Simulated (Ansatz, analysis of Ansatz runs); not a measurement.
# Be-H pair in corundum: local vibrational mode, HSE06, part 2 of 2

Subject: Be-H pair in corundum. Wanted: its local vibrational mode, in one set-up (HSE06, 80-site cell, PBE lattice, 420 eV, k: the zone centre alone, relaxed with the hybrid). The model is a cell of 80 host atoms with Be put on another atom's site and H put in between. The frequencies come from force constants among the defect atom and its neighbours, with the masses of the isotopes named. Exact exchange opens the gap, stiffens bonds and lessens the self-interaction error, at many times the cost.

Ansatz 0.2.0; HSE06, 80-site cell, PBE lattice, 420 eV, k: the zone centre alone, relaxed with the hybrid.

So far: Set-up; Relaxation, charge 0.

### Step 2. Relaxation, charge 0 (continued)

Level of this step: plane-wave PAW DFT, HSE06; relaxation of all atoms of a defect supercell (Ansatz).

The steps of the relaxation:

| step | energy less that of the first step (eV) | largest force component (eV/Å) |
| --- | --- | --- |
| 1 | 0.0000 | 5.0189 |
| 2 | -1.8985 | 2.3580 |
| 3 | -2.8289 | 1.3822 |
| 4 | -3.2592 | 0.7944 |
| 5 | -3.5049 | 1.4043 |
| 6 | -3.7037 | 1.0211 |
| 7 | -3.8859 | 0.6197 |
| 8 | -4.0340 | 0.4161 |
| 9 | -4.1529 | 0.5067 |
| 10 | -4.2337 | 0.6756 |
| 11 | -4.3050 | 0.4105 |
| 12 | -4.3856 | 0.4826 |
| 13 | -4.4927 | 0.5529 |
| 14 | -4.5999 | 0.2945 |
| 15 | -4.6109 | 1.1165 |
| 16 | -4.6540 | 0.4388 |
| 17 | -4.6911 | 0.1640 |
| 18 | -4.7018 | 0.0640 |
| 19 | -4.7024 | 0.0649 |
| 20 | -4.7032 | 0.0285 |
| 21 | -4.7033 | 0.0051 |
| 22 | -4.7033 | 0.0051 |

The atoms that moved most (Å, from the sites as typed, ahead of the random displacement, the mean shift of all atoms taken out):

| atom | dx | dy | dz | length |
| --- | --- | --- | --- | --- |
| H81 | 1.213 | 0.660 | -1.332 | 1.919 |
| Be4 | 0.396 | 0.568 | 0.180 | 0.715 |
| O15 | 0.072 | -0.142 | -0.108 | 0.192 |
| Al3 | -0.068 | -0.044 | 0.140 | 0.161 |
| O28 | -0.105 | -0.025 | -0.088 | 0.140 |
| O19 | -0.036 | -0.092 | 0.002 | 0.098 |
| Al13 | 0.005 | -0.066 | 0.067 | 0.095 |
| Al31 | -0.078 | -0.027 | 0.033 | 0.089 |

The atoms nearest to the centre after the run:

| atom | distance (Å) |
| --- | --- |
| O15 | 0.493 |
| H81 | 0.939 |
| Be4 | 2.032 |
| Al32 | 2.088 |
| Al13 | 2.215 |
| Al31 | 2.387 |
| O19 | 2.461 |
| O28 | 2.480 |

Neighbours of the added atoms: H81: O15 1.01, O19 1.60, Be4 2.14 Å.

Read from the output:

```yaml
free_energy: -44135.4634 eV
```

The relaxation ends 58 meV an atom lower than the displaced start, with a largest force component of 0.0051 eV/Å.

### Step 3. Local vibrational modes

A local mode lives on the defect and the atoms next to it, so only the sites listed in the input are displaced, which costs far fewer SCF runs than the whole cell would.

This step: plane-wave PAW DFT, HSE06; finite-displacement force constants among the atoms nearest to a defect, the others at rest.

modes/input.yaml reads:

```yaml
crystal:
  lattice:
    - [4.80871308, 2.77631179, 8.74900354]
    - [-4.80871308, 2.77631179, 8.74900354]
    - [0.0, -5.55262359, 8.74900354]
  atoms:
    - { symbol: Al, position: [0.175979649, 0.173186475, 0.180651332] }
    - { symbol: Al, position: [0.071214187, 0.075349193, 0.077183788] }
[... 1 atom line left out ...]
    - { symbol: Be, position: [0.508346721, 0.42577174, 0.364507849] }
[... 8 atom lines left out ...]
    - { symbol: Al, position: [0.323176046, 0.3219447, 0.83414911] }
[... 1 atom line left out ...]
    - { symbol: O, position: [0.27309957, 0.451687943, 0.637674161] }
[... 3 atom lines left out ...]
    - { symbol: O, position: [0.366018309, 0.220110121, 0.538885433] }
[... 6 atom lines left out ...]
    - { symbol: O, position: [0.125382614, 0.774431863, 0.475742548] }
    - { symbol: O, position: [0.479260905, 0.621908726, 0.275852725] }
    - { symbol: O, position: [0.206258809, 0.534016865, 0.374392621] }
[... 2 atom lines left out ...]
    - { symbol: Al, position: [0.167774437, 0.683734161, 0.680239449] }
    - { symbol: Al, position: [0.073643784, 0.57586843, 0.56815482] }
[... 6 atom lines left out ...]
    - { symbol: O, position: [0.37142087, 0.718006335, 0.531660834] }
[... 6 atom lines left out ...]
    - { symbol: O, position: [0.628433482, 0.28155729, 0.466166229] }
[... 34 atom lines left out ...]
    - { symbol: H, position: [0.314373147, 0.35891271, 0.600879703] }
basis:
  ecutwfc: 420
  xc_grid: 2
hamiltonian:
  xc: hse06
kpoints:
  mp_grid: { grid: [1, 1, 1] }
scf:
  occupations: { method: fermi_dirac, width: 0.01 }
  max_iter: 120
output: {}
checkpoint:
  read: "../relax.run"
phonons:
  supercell: [1, 1, 1]
  displaced_sites: [14, 80]
```

Started as:

```
> ansatz run input.yaml --threads 4 --pin off --max-ram 7536MiB --backend cpu --events-out ev --progress --plain --runs-dir out
```

Numbers of over 12 decimals in the logs are rounded to 6 here.

The log of the run:

```text
[...]
Warning: basis.xc_grid 2: finite-displacement phonons take 3 at the least, and a number is run as typed, so the frequencies can be off [figures from the program's tests cut]. [...]
[...]
Crystal: 81 atoms, lattice volume = 700.821 Å³
Basis set: ecut = 420 eV, 13757 PW (Γ), exchange–correlation on 144×144×144 points (8 copies of the dense FFT grid, shifted against one another)
Bands: 273, of which v1, the nominal top of the filled ones, is band 192 counted from 1 (191 counted from 0)
Symmetry: 1 space group operations
k-points: 1
[...]
Stability of the state it starts from, as read at its close in the unpolarized treatment: not read, because the functional holds exact exchange (a hybrid, or Hartree-Fock), whose exchange loop this test does not read (fock_operator)
[...]
Frozen-core exchange: fock
[...]
max |Σ_I F_I| component: 2.10e-6 eV/Å
--- Band table (eV) ---
[...]
--- Phonons: 12 displaced members + reference (amplitude 0.0025 Å, Σ member SCF iterations 148) ---
  symmetry images taken by strict's conditions (phonons.symmetry_images: auto; settled by no image being taken that strict refuses)
  force constants formed among 2 of 81 sites (O 14, H 80); the other 79 at rest. The modes move the named sites alone.
  the frequencies, the zero-point energy and the sums are of the block with the acoustic sum rule laid on its rows. Row sums over every site: 2.7e-4 eV/Å² at the most
  transpose residual: 2.1e-4 eV/Å²
  largest component of a force at the reference: 5.1e-3 eV/Å on a named site, 2.3e-3 eV/Å on a site at rest
  frequencies among the named sites at Γ of the cell (cm⁻¹): 367.11 410.94 508.27 1065.13 1227.42 2850.46
  unstable modes among the named sites: 0
  frequencies as built, with no sum rule (cm⁻¹): 367.11 410.94 508.26 1065.12 1227.42 2850.46
  zero-point energy: 0.398568 eV/cell   skipped modes (ω ≤ 0): 0
  not written: the harmonic force-constant file, the file of eigenvectors (these modes' are written with the force constants), the density of states and the dispersion, which are of every site
[key lines of the parts left out:]
Free energy (F): -44135.464026 eV
Fermi energy:    9.978255 eV
```

Wall time 20 min (4 threads of Arm Neoverse V1, shared host); peak memory 1.9 GiB.

In the SCF lines HF is the Harris–Foulkes energy and dr2 the Hartree energy of the density residual, in eV; the loop may stop once dr2 is under the threshold and the program's other checks hold. Hψ counts applications of the Hamiltonian.

This step gave:

```
free energy : -44135.4640 eV
```

The modes with the largest weight on the probed atoms (the light atom of a pair), for the masses of each isotope. Modes of the displaced atoms (local only where they lie over the host's phonons):

| isotopes | mode (cm⁻¹) | share of the defect atoms |
| --- | --- | --- |
| H | 2851 | 0.933 |
| H | 1228 | 0.983 |
| H | 1065 | 0.984 |
| D | 2084 | 0.87 |
| D | 877.5 | 0.948 |
| D | 760.1 | 0.962 |

### Step 4. Results

- distance from the defect atom to its nearest neighbour: 1.008 Å
- O-H stretch, 1H: 2851 cm⁻¹
- time of the whole chain: 43 min on 4 threads

What this shows: O-H stretch, 1H: computed 2851 cm⁻¹, measured 3060 cm⁻¹; 209 cm⁻¹ (7 %) below the measurement. The computed value is harmonic, while the measured line is the anharmonic fundamental, which for X–H stretches usually lies a few per cent lower. All levels end far under the measured line with a strong hydrogen bond: the site modelled is probably not the measured one. Only the named neighbours move, so modes near the host's band are approximate. Limits: the zone centre alone is a coarse sampling for this cell.

[Logs are printed without paths, hosts, clocks, repeated set-up lines and the standing remarks that a program may print on its own settings, such as how far it seeks lower states.]

[Hosts, paths, dates, database ids (printed as entryN), source tags and the programs' standing remarks are cut or masked in the printed files.]

[For some hosts the program warned that the k-mesh of the response run may be too coarse for force constants and the static dielectric constant; such warnings are not shown here.]
